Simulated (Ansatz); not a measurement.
## Na on Pt(111): change of the work function

How does Na on the fcc site change the work function of Pt(111) as the layer fills?

Main program and level: Ansatz 0.2.0; plane-wave DFT, PBE, Ansatz PAW.

## Step 1: The system as given

The cell holds 4 atoms: 4 Pt. Cell: a = 2.772 Å, b = 2.772 Å, c = 24.790 Å, α = 90.0°, β = 90.0°, γ = 60.0°. Vacuum lies along c.

## Step 2: The clean slab

The bare slab comes first, as the zero from which every change is counted. The two lowest layers are held at bulk places and the upper ones relax. The dipole correction removes the false field that a one-sided slab makes across the periodic vacuum, so each face gets a flat vacuum level of its own.

input.yaml reads:

```yaml
crystal:
  lattice:
    - [2.7718585823, 0.0, 0.0]
    - [1.3859292911, 2.4004999479, 0.0]
    - [0.0, 0.0, 24.7896391657]
  atoms:
    - { symbol: Pt, position: [0.0, 0.0, 0.3630549013] }
    - { symbol: Pt, position: [0.3333333333, 0.3333333333, 0.4543516338] }
    - { symbol: Pt, position: [0.6666666667, 0.6666666667, 0.5456483662] }
    - { symbol: Pt, position: [0.0, 0.0, 0.6369450987] }
kpoints:
  mp_grid: { grid: [12, 12, 1] }
hamiltonian:
  xc: pbe
scf:
  occupations: { method: fermi_dirac, width: 0.1 }
  convergence: { dr2_threshold: 1.0e-08 }
efield:
  axis: 3
  dipole_correction: true
  ramp_position: 0.97
  ramp_width: 0.06
relax:
  f_tol: 0.02
  max_steps: 60
  constraints: [{ sites: [0, 1] }]
output:
  write_potential: true
  write_density: true
  volumetric_format: npy
```

Run with:

```sh
> ansatz run input.yaml --threads 4 --pin off --max-ram 16384MiB --backend cpu --events-out ev --progress --plain --runs-dir out
```

The program printed:

```text
Engine: ansatz 0.2.0, aarch64-unknown-linux-gnu
Pseudopotentials: kind: paw
Pseudopotential: Pt, paw, valence charge 18, recommended cutoff 420 eV (normal), Pt.paw.azcp
Functional definition: PBE
  parameter kappa = 0.804
  parameter beta = 0.066725
  exchange = pbe_x(kappa = kappa, mu = beta*pi^2/3)
  correlation = pbe_c(beta = beta)
Crystal: 4 atoms, lattice volume = 164.946 Å³
Basis set: ecut = 420 eV, 3263 PW (Γ), exchange–correlation on 40×40×360 points (8 copies of the dense FFT grid, shifted against one another)
Bands: 44, of which v1, the nominal top of the filled ones, is band 36 counted from 1 (35 counted from 0)
Symmetry: 6 space group operations
k-points: 19 of 144 (time reversal used)
Non-local potential: Pt, projectors of the file, l = 0: 3, l = 1: 2, l = 2: 2, l = 3: 1
PAW form: soft (Blöchl's): semilocal exchange-correlation on the pseudo side does not see the compensation charge
PAW one-centre angular grid: Pt, 590 points (default); XC on 64 Gauss nodes
Initial density: superposition of atomic densities (neutral atoms: chi_scale 0, normalization atom), corrected by the library's trained network
Initial wavefunctions: pseudopotential atomic-orbital guess
Functional: x = pbe(κ = 0.804, μ = 0.219515), c = pbe(β = 0.066725)
SCF iter   1: F=—  HF=-50090.991717 eV  |F-HF|=—  |Δ(HF+E_count)|=         —  Δρ=5.75e-3  dr2=3.09e-1  ethr=1.77e-3  p=-0.000 e·Å  D=-7.16e-15 V/Å  ΔV_dip=0.00 eV  dr2_dipole=3.81e-7  V_vac-E_F(+/−)=5.23/5.23 eV  ⟨swp⟩=8.8  Hψ=3876  notcnv=0  defer=3
efield: sawtooth ramp at fractional position 0.9700 (set: `efield.ramp_position`, or a place that a band, a saddle search or an elastic batch's reference lends), width 0.0600; the density the first Hamiltonian is built on has a dipole p = -0.000 e·Å; the dipole correction subtracts the counter field D = -7.16e-15 V/Å, which shifts the + side's vacuum level by +0.00 eV against the − side's; the planar-averaged density in the ramp window peaks in size at 7.4e-6 e/Å³
preconditioner: auto → LDOS  [metal: Δε(μ)=0.021 eV  Ē_g=7.789 eV  σ=0.100 eV  W_gap=0.05  n_scr=18 (ndim 8)  ℏωp=18.3 eV  f_vac=0.582  D(μ)=6.47/eV (n_scr^D=38)  β→1.0]
SCF iter   2: F=—  HF=-50090.990102 eV  |F-HF|=—  |Δ(HF+E_count)|=   1.61e-3  Δρ=3.29e-3  dr2=3.42e-2  ethr=4.29e-4  p=-0.000 e·Å  D=-9.35e-6 V/Å  ΔV_dip=0.00 eV  dr2_dipole=9.91e-8  V_vac-E_F(+/−)=5.71/5.71 eV  ⟨swp⟩=2.5  Hψ=1067  notcnv=0  defer=17
SCF iter   3: F=—  HF=-50090.987444 eV  |F-HF|=—  |Δ(HF+E_count)|=   2.66e-3  Δρ=1.41e-3  dr2=2.98e-2  ethr=4.75e-5  p=0.000 e·Å  D=7.75e-6 V/Å  ΔV_dip=-0.00 eV  dr2_dipole=2.74e-8  V_vac-E_F(+/−)=5.60/5.60 eV  ⟨swp⟩=2.6  Hψ=1528  notcnv=0  defer=17
SCF iter   4: F=—  HF=-50090.985222 eV  |F-HF|=—  |Δ(HF+E_count)|=   2.22e-3  Δρ=6.04e-4  dr2=1.66e-3  ethr=4.14e-5  p=-0.000 e·Å  D=-5.42e-7 V/Å  ΔV_dip=0.00 eV  dr2_dipole=9.16e-11  V_vac-E_F(+/−)=5.69/5.69 eV  ⟨swp⟩=2.1  Hψ=1183  notcnv=0  defer=17
SCF iter   5: F=—  HF=-50090.985125 eV  |F-HF|=—  |Δ(HF+E_count)|=   9.70e-5  Δρ=2.71e-4  dr2=8.45e-5  ethr=2.30e-6  p=-0.000 e·Å  D=-3.90e-7 V/Å  ΔV_dip=0.00 eV  dr2_dipole=9.10e-10  V_vac-E_F(+/−)=5.68/5.68 eV  ⟨swp⟩=2.7  Hψ=1289  notcnv=0  defer=17
SCF iter   6: F=—  HF=-50090.985171 eV  |F-HF|=—  |Δ(HF+E_count)|=   4.56e-5  Δρ=4.16e-5  dr2=6.87e-6  ethr=1.17e-7  p=-0.000 e·Å  D=-3.58e-7 V/Å  ΔV_dip=0.00 eV  dr2_dipole=4.46e-10  V_vac-E_F(+/−)=5.66/5.66 eV  ⟨swp⟩=2.3  Hψ=1289  notcnv=0  defer=17
SCF iter   7: F=—  HF=-50090.985173 eV  |F-HF|=—  |Δ(HF+E_count)|=   1.85e-6  Δρ=1.19e-5  dr2=1.38e-7  ethr=9.54e-9  p=-0.000 e·Å  D=-5.42e-8 V/Å  ΔV_dip=0.00 eV  dr2_dipole=9.52e-11  V_vac-E_F(+/−)=5.66/5.66 eV  ⟨swp⟩=2.1  Hψ=1237  notcnv=0  defer=15
SCF iter   8: F=-50090.985173 eV  HF=-50090.985173 eV  |F-HF|=5.49e-8  |Δ(HF+E_count)|=   2.85e-7  Δρ=3.95e-6  dr2=8.81e-9  ethr=1.39e-11  p=-0.000 e·Å  D=-3.69e-9 V/Å  ΔV_dip=0.00 eV  dr2_dipole=1.60e-11  V_vac-E_F(+/−)=5.66/5.66 eV  ⟨swp⟩=8.6  Hψ=6861  notcnv=0
SCF 1 converged in 8 iterations: F = -50090.985173 eV  dr2 = 8.81e-9
  greatest PAW one-centre occupation: 1.000 electrons in one spin orbital (limit 2), on the Pt atom at site 2 (counted from 0), in its partial waves of l = 0
relax step   1: F+E_penalty+E_count = -50090.98517332 eV  Δ(F+E_penalty+E_count) = +0.000e0 eV  max|allowed force component| = 4.882e-1 eV/Å  Δτ_max = 0.0000 Å  (8 SCF iters, accepted)
Initial density: handed on by an earlier stage of this run
Initial wavefunctions: those handed on with the density
iter 1 solved again at ethr=6.41e-4 eV; its pass at ethr=3.10e-3 eV (dr2=4.62e-1 eV) is discarded
SCF iter   1: F=—  HF=-50091.029097 eV  |F-HF|=—  |Δ(HF+E_count)|=         —  Δρ=1.16e-2  dr2=4.80e-1  ethr=6.41e-4  p=0.000 e·Å  D=2.66e-7 V/Å  ΔV_dip=-0.00 eV  dr2_dipole=1.45e-1  V_vac-E_F(+/−)=5.71/5.71 eV  ⟨swp⟩=1.3  Hψ=3370  notcnv=0  defer=8
efield: sawtooth ramp at fractional position 0.9700 (set: `efield.ramp_position`, or a place that a band, a saddle search or an elastic batch's reference lends), width 0.0600; the density the first Hamiltonian is built on has a dipole p = 0.000 e·Å; the dipole correction subtracts the counter field D = 2.66e-7 V/Å, which shifts the + side's vacuum level by -0.00 eV against the − side's; the planar-averaged density in the ramp window peaks in size at 3.0e-6 e/Å³
preconditioner: auto → LDOS  [metal: Δε(μ)=0.019 eV  Ē_g=7.721 eV  σ=0.100 eV  W_gap=0.05  n_scr=18 (ndim 8)  ℏωp=18.3 eV  f_vac=0.575  D(μ)=6.64/eV (n_scr^D=50)  β→1.0]
SCF iter   2: F=—  HF=-50091.023852 eV  |F-HF|=—  |Δ(HF+E_count)|=   5.24e-3  Δρ=5.67e-3  dr2=1.45e-1  ethr=6.41e-4  p=0.004 e·Å  D=4.87e-3 V/Å  ΔV_dip=-0.12 eV  dr2_dipole=2.41e-2  V_vac-E_F(+/−)=5.55/5.67 eV  ⟨swp⟩=2.2  Hψ=1413  notcnv=0  defer=8
SCF iter   3: F=—  HF=-50091.004026 eV  |F-HF|=—  |Δ(HF+E_count)|=   1.98e-2  Δρ=2.86e-3  dr2=4.20e-2  ethr=2.02e-4  p=-0.007 e·Å  D=-7.20e-3 V/Å  ΔV_dip=0.18 eV  dr2_dipole=8.42e-5  V_vac-E_F(+/−)=5.86/5.68 eV  ⟨swp⟩=2.5  Hψ=1442  notcnv=0  defer=8
SCF iter   4: F=—  HF=-50090.997103 eV  |F-HF|=—  |Δ(HF+E_count)|=   6.92e-3  Δρ=9.64e-4  dr2=2.01e-3  ethr=5.84e-5  p=-0.003 e·Å  D=-3.38e-3 V/Å  ΔV_dip=0.08 eV  dr2_dipole=4.64e-5  V_vac-E_F(+/−)=5.76/5.68 eV  ⟨swp⟩=2.2  Hψ=1278  notcnv=0  defer=9
SCF iter   5: F=—  HF=-50090.996566 eV  |F-HF|=—  |Δ(HF+E_count)|=   5.37e-4  Δρ=2.91e-4  dr2=3.62e-4  ethr=2.79e-6  p=-0.003 e·Å  D=-2.80e-3 V/Å  ΔV_dip=0.07 eV  dr2_dipole=2.93e-5  V_vac-E_F(+/−)=5.74/5.68 eV  ⟨swp⟩=2.4  Hψ=1502  notcnv=0  defer=14
[...]
SCF iter   5: F=—  HF=-50091.007567 eV  |F-HF|=—  |Δ(HF+E_count)|=   1.08e-4  Δρ=1.80e-4  dr2=2.14e-4  ethr=1.16e-6  p=-0.001 e·Å  D=-7.97e-4 V/Å  ΔV_dip=0.02 eV  dr2_dipole=3.83e-6  V_vac-E_F(+/−)=5.69/5.67 eV  ⟨swp⟩=3.1  Hψ=1402  notcnv=0  defer=18
SCF iter   6: F=—  HF=-50091.007565 eV  |F-HF|=—  |Δ(HF+E_count)|=   1.81e-6  Δρ=9.20e-5  dr2=5.87e-5  ethr=2.97e-7  p=-0.001 e·Å  D=-1.00e-3 V/Å  ΔV_dip=0.02 eV  dr2_dipole=6.27e-8  V_vac-E_F(+/−)=5.70/5.67 eV  ⟨swp⟩=1.1  Hψ=836  notcnv=0  defer=18
SCF iter   7: F=—  HF=-50091.007553 eV  |F-HF|=—  |Δ(HF+E_count)|=   1.18e-5  Δρ=3.49e-5  dr2=1.06e-5  ethr=8.15e-8  p=-0.001 e·Å  D=-1.10e-3 V/Å  ΔV_dip=0.03 eV  dr2_dipole=8.90e-8  V_vac-E_F(+/−)=5.70/5.67 eV  ⟨swp⟩=1.2  Hψ=849  notcnv=0  defer=18
SCF iter   8: F=—  HF=-50091.007547 eV  |F-HF|=—  |Δ(HF+E_count)|=   6.41e-6  Δρ=1.21e-5  dr2=9.31e-7  ethr=1.47e-8  p=-0.001 e·Å  D=-1.07e-3 V/Å  ΔV_dip=0.03 eV  dr2_dipole=4.31e-9  V_vac-E_F(+/−)=5.70/5.67 eV  ⟨swp⟩=1.3  Hψ=862  notcnv=0  defer=18
SCF iter   9: F=—  HF=-50091.007565 eV  |F-HF|=—  |Δ(HF+E_count)|=   1.86e-5  Δρ=4.45e-6  dr2=4.79e-8  ethr=1.29e-9  p=-0.001 e·Å  D=-1.05e-3 V/Å  ΔV_dip=0.03 eV  dr2_dipole=1.77e-11  V_vac-E_F(+/−)=5.70/5.67 eV  ⟨swp⟩=2.0  Hψ=1206  notcnv=0  defer=17
SCF iter  10: F=-50091.007565 eV  HF=-50091.007565 eV  |F-HF|=8.49e-9  |Δ(HF+E_count)|=   3.09e-8  Δρ=1.25e-6  dr2=6.34e-9  ethr=1.39e-11  p=-0.001 e·Å  D=-1.05e-3 V/Å  ΔV_dip=0.03 eV  dr2_dipole=6.37e-10  V_vac-E_F(+/−)=5.70/5.67 eV  ⟨swp⟩=10.8  Hψ=6133  notcnv=0
SCF 3 converged in 10 iterations: F = -50091.007565 eV  dr2 = 6.34e-9
relax step   3: F+E_penalty+E_count = -50091.00756550 eV  Δ(F+E_penalty+E_count) = -1.103e-2 eV  max|allowed force component| = 7.115e-2 eV/Å  Δτ_max = 0.0918 Å  (10 SCF iters, accepted)
SCF iter   1: F=—  HF=-50091.008192 eV  |F-HF|=—  |Δ(HF+E_count)|=         —  Δρ=8.74e-4  dr2=5.06e-3  ethr=8.17e-5  p=-0.001 e·Å  D=-1.05e-3 V/Å  ΔV_dip=0.03 eV  dr2_dipole=1.69e-3  V_vac-E_F(+/−)=5.70/5.68 eV  ⟨swp⟩=2.1  Hψ=1462  notcnv=0  defer=18
efield: sawtooth ramp at fractional position 0.9700 (set: `efield.ramp_position`, or a place that a band, a saddle search or an elastic batch's reference lends), width 0.0600; the density the first Hamiltonian is built on has a dipole p = -0.001 e·Å; the dipole correction subtracts the counter field D = -1.05e-3 V/Å, which shifts the + side's vacuum level by +0.03 eV against the − side's; the planar-averaged density in the ramp window peaks in size at 2.0e-6 e/Å³
preconditioner: auto → LDOS  [metal: Δε(μ)=0.023 eV  Ē_g=7.759 eV  σ=0.100 eV  W_gap=0.06  n_scr=18 (ndim 8)  ℏωp=18.3 eV  f_vac=0.578  D(μ)=6.69/eV (n_scr^D=50)  β→1.0]
SCF iter   2: F=—  HF=-50091.008116 eV  |F-HF|=—  |Δ(HF+E_count)|=   7.63e-5  Δρ=3.88e-4  dr2=1.13e-3  ethr=7.03e-6  p=-0.001 e·Å  D=-6.34e-4 V/Å  ΔV_dip=0.02 eV  dr2_dipole=3.13e-4  V_vac-E_F(+/−)=5.69/5.67 eV  ⟨swp⟩=2.1  Hψ=1263  notcnv=0  defer=18
SCF iter   3: F=—  HF=-50091.008027 eV  |F-HF|=—  |Δ(HF+E_count)|=   8.81e-5  Δρ=2.54e-4  dr2=3.19e-4  ethr=1.57e-6  p=-0.002 e·Å  D=-1.78e-3 V/Å  ΔV_dip=0.04 eV  dr2_dipole=1.14e-6  V_vac-E_F(+/−)=5.72/5.67 eV  ⟨swp⟩=2.1  Hψ=1334  notcnv=0  defer=18
SCF iter   4: F=—  HF=-50091.007979 eV  |F-HF|=—  |Δ(HF+E_count)|=   4.87e-5  Δρ=5.52e-5  dr2=1.73e-5  ethr=4.43e-7  p=-0.001 e·Å  D=-1.25e-3 V/Å  ΔV_dip=0.03 eV  dr2_dipole=8.32e-7  V_vac-E_F(+/−)=5.70/5.67 eV  ⟨swp⟩=2.6  Hψ=1384  notcnv=0  defer=18
SCF iter   5: F=—  HF=-50091.007980 eV  |F-HF|=—  |Δ(HF+E_count)|=   1.25e-6  Δρ=2.60e-5  dr2=4.55e-6  ethr=2.40e-8  p=-0.001 e·Å  D=-1.28e-3 V/Å  ΔV_dip=0.03 eV  dr2_dipole=1.21e-7  V_vac-E_F(+/−)=5.70/5.67 eV  ⟨swp⟩=2.7  Hψ=1356  notcnv=0  defer=18
SCF iter   6: F=—  HF=-50091.007983 eV  |F-HF|=—  |Δ(HF+E_count)|=   2.75e-6  Δρ=1.36e-5  dr2=1.32e-6  ethr=6.32e-9  p=-0.001 e·Å  D=-1.27e-3 V/Å  ΔV_dip=0.03 eV  dr2_dipole=2.79e-9  V_vac-E_F(+/−)=5.70/5.67 eV  ⟨swp⟩=1.2  Hψ=826  notcnv=0  defer=18
SCF iter   7: F=—  HF=-50091.007983 eV  |F-HF|=—  |Δ(HF+E_count)|=   1.03e-7  Δρ=5.23e-6  dr2=2.30e-7  ethr=1.84e-9  p=-0.001 e·Å  D=-1.26e-3 V/Å  ΔV_dip=0.03 eV  dr2_dipole=3.75e-9  V_vac-E_F(+/−)=5.70/5.67 eV  ⟨swp⟩=1.2  Hψ=830  notcnv=0  defer=18
SCF iter   8: F=—  HF=-50091.007983 eV  |F-HF|=—  |Δ(HF+E_count)|=   2.13e-8  Δρ=1.98e-6  dr2=1.77e-8  ethr=3.19e-10  p=-0.001 e·Å  D=-1.27e-3 V/Å  ΔV_dip=0.03 eV  dr2_dipole=2.49e-10  V_vac-E_F(+/−)=5.70/5.67 eV  ⟨swp⟩=1.3  Hψ=909  notcnv=0  defer=18
SCF iter   9: F=-50091.007983 eV  HF=-50091.007983 eV  |F-HF|=3.28e-9  |Δ(HF+E_count)|=   1.65e-8  Δρ=5.76e-7  dr2=7.83e-10  ethr=1.39e-11  p=-0.001 e·Å  D=-1.27e-3 V/Å  ΔV_dip=0.03 eV  dr2_dipole=4.15e-12  V_vac-E_F(+/−)=5.70/5.67 eV  ⟨swp⟩=9.9  Hψ=5738  notcnv=0
SCF 4 converged in 9 iterations: F = -50091.007983 eV  dr2 = 7.83e-10
relax step   4: F+E_penalty+E_count = -50091.00798290 eV  Δ(F+E_penalty+E_count) = -4.174e-4 eV  max|allowed force component| = 3.487e-4 eV/Å  Δτ_max = 0.0131 Å  (9 SCF iters, accepted)
NSCF: frozen V_eff on 19 k-points
the band table was solved once a step of the walk had ended and its energy, with any forces and stress, was formed, with the checks that follow a solve (4584 applications of the Hamiltonian). They found nothing against the state; the energy, forces and stress were not computed again (output.eigenvalues in the input reference)
SCF converged after 9 iterations
Free energy (F): -50091.007983 eV
Harris-Foulkes:  -50091.007983 eV  (|F-HF|=3.28e-9)
Internal energy: -50090.790083 eV  (E = F + TS)
E sigma→0 (E₀):  -50090.899033 eV
Entropy (-TS):   -0.217900 eV (-54.475 meV/atom)
Fermi energy:    4.900471 eV
Dipole field:    D = -0.001269 V/Å  (p = -0.001156 e·Å, saw-weighted, corrected)
Work function:   Φ+ = 5.7030 eV   Φ− = 5.6716 eV
Levels:          The Fermi level and band energies are counted from a zero that moves with the ramp; work functions are not
--- Per-component energies (eV) ---
  E_band       = -1818.910560
  E_kinetic    = 2546.761399
  E_local      = -123966.042925  (includes V_loc(G=0)·N_el)
  E_nonlocal   = 800.189997
  E_hartree    = 60581.101335
  E_xc         = -1044.614578
  E_vxc        = -1207.827318  (∫ρ·V_xc dr)
  E_paw        = -37816.082999  (= ΣΔE_a)
  E_vpaw       = -1154.195293  (= ΣTr[D̂ρ^β])
  E_aug_tail   = 0.000812  (compensation charges beyond the density's cutoff)
  E_efield     = 0.000001  (sawtooth field / dipole correction)
  E_vefield    = 0.003642  (∫n·V_field dr)
  E_ewald      = 48807.896875
  E_smearing   = -0.217900  (= −TS)
  E_closure    = -0.000000  (closes the sum)
  Σ components = -50091.007983   (vs F -50091.007983, Δ=0.00e0)
--- Forces (eV/Å), atoms counted from 1 ---
  atom   1  Pt    -0.00000000    -0.00000000    -0.48014120
  atom   2  Pt     0.00000000    -0.00000000     0.47992532
  atom   3  Pt    -0.00000000    -0.00000000     0.00034872
  atom   4  Pt     0.00000000     0.00000000    -0.00014185
  max |Σ_I F_I| component: 9.01e-6 eV/Å
--- Band table (eV; the first three rows and the last of 19) ---
  k-point 0: bands = [... 32 lower, 3.3721, 3.7295, 3.7295, 4.4538, 4.4538, 4.4677, 4.8736, 4.8736, ... 4 higher]
  k-point 1: bands = [... 32 lower, 3.2564, 3.5694, 3.7370, 3.8498, 4.2372, 4.4477, 4.8839, 5.4119, ... 4 higher]
  k-point 2: bands = [... 32 lower, 3.0456, 3.1540, 3.4980, 3.7132, 4.4250, 4.6025, 4.9064, 6.3631, ... 4 higher]
  k-point 18: bands = [... 32 lower, 4.2535, 4.5924, 4.6084, 4.6216, 9.8513, 9.8824, 9.8903, 10.6257, ... 4 higher]
--- Relaxed structure (4 steps of the walk, 4 accepted, 0 SCFs on fresh bases) ---
  F+E_penalty+E_count = -50091.00798290 eV   max|allowed force component| = 3.487e-4 eV/Å
  atoms:
    - { symbol: Pt, position: [0.0, 0.0, 0.363055] }
    - { symbol: Pt, position: [0.333333, 0.333333, 0.454352] }
    - { symbol: Pt, position: [0.666667, 0.666667, 0.547405] }
    - { symbol: Pt, position: [1.786074e-18, -8.930369e-19, 0.641619] }
```

Elapsed: 17 s, on 4 threads of Arm Neoverse V1, shared host; peak memory 0.48 GiB.

The column dr2 measures how far the density is from self-consistency, as an energy; F and HF (Harris–Foulkes) agree once it is small.

The steps of the relaxation:

| step | energy less that of the first step (eV) | largest force component (eV/Å) |
| --- | --- | --- |
| 1 | 0.0000 | 0.4882 |
| 2 | -0.0114 | 0.3306 |
| 3 | -0.0224 | 0.0711 |
| 4 | -0.0228 | 0.0003 |

Forces are held to the 6 operations that the program found; a distortion that breaks them can't arise in this run.

The atoms that moved most (Å):

| atom | dx | dy | dz | length |
| --- | --- | --- | --- | --- |
| Pt4 | 0.000 | 0.000 | 0.116 | 0.116 |
| Pt3 | 0.000 | 0.000 | 0.044 | 0.044 |

The relaxed structure:

```xyz
4
Lattice="2.7719 0.0000 0.0000 1.3859 2.4005 0.0000 0.0000 0.0000 24.7896" Properties=species:S:1:pos:R:3
Pt    0.0000    0.0000    9.0000
Pt    1.3859    0.8002   11.2632
Pt    2.7719    1.6003   13.5700
Pt    0.0000    0.0000   15.9055
```

Read from the output:

```
energy at zero smearing        : -50090.8990 eV
work function, upper face      : 5.703 eV
work function, lower face      : 5.672 eV
dipole along the normal        : -0.001156 e·Å
step between the vacuum levels : 0.03145 eV
```

Running mean over 2.263 Å of the planar mean; the ramp of the sawtooth is left out. Table of electron's electrostatic potential energy less the Fermi level by z:

| z (Å) | electron's electrostatic potential energy less the Fermi level (eV) |
| --- | --- |
| 3.5 | 5.67 |
| 4.0 | 5.67 |
| 4.5 | 5.67 |
| 5.0 | 5.67 |
| 5.5 | 5.66 |
| 6.0 | 5.61 |
| 6.5 | 5.42 |
| 7.0 | 4.60 |
| 7.5 | 1.20 |
| 8.0 | -4.97 |
| 8.5 | -9.97 |
| 9.0 | -11.6 |
| 9.5 | -11.9 |
| 10.0 | -12.1 |
| 10.5 | -12.1 |
| 11.0 | -12.2 |
| 11.5 | -12.1 |
| 12.0 | -11.8 |
| 12.5 | -11.7 |
| 13.0 | -11.9 |
| 13.5 | -12.1 |
| 14.0 | -11.8 |
| 14.5 | -11.2 |
| 15.0 | -11.2 |
| 15.5 | -11.5 |
| 16.0 | -11.3 |
| 16.5 | -9.22 |
| 17.0 | -3.69 |
| 17.5 | 2.21 |
| 18.0 | 4.90 |
| 18.5 | 5.51 |
| 19.0 | 5.66 |
| 19.5 | 5.69 |
| 20.0 | 5.70 |
| 20.5 | 5.70 |
| 21.0 | 5.70 |
| 21.5 | 5.70 |

The relaxation took 4 steps and lowered the energy by 0.023 eV; the largest force on the free atoms ends at 3.5e-4 eV/Å.

The work function of the upper face is 5.70 eV.

(Part 1 of 3 ends here.)

[Long decimals in the printed logs are rounded to 6 places.]

[Logs are printed without paths, hosts, clocks, repeated set-up lines and the standing remarks that a program may print on its own settings, such as how far it seeks lower states.]

[Hosts, paths, dates, database ids (printed as entryN), source tags and the programs' standing remarks are cut or masked in the printed files.]

[Maps of the electrostatic potential energy from Ansatz leave out the sawtooth potential of an applied field or a dipole correction, so their vacuum need not be flat; planar profiles and work functions include it.]
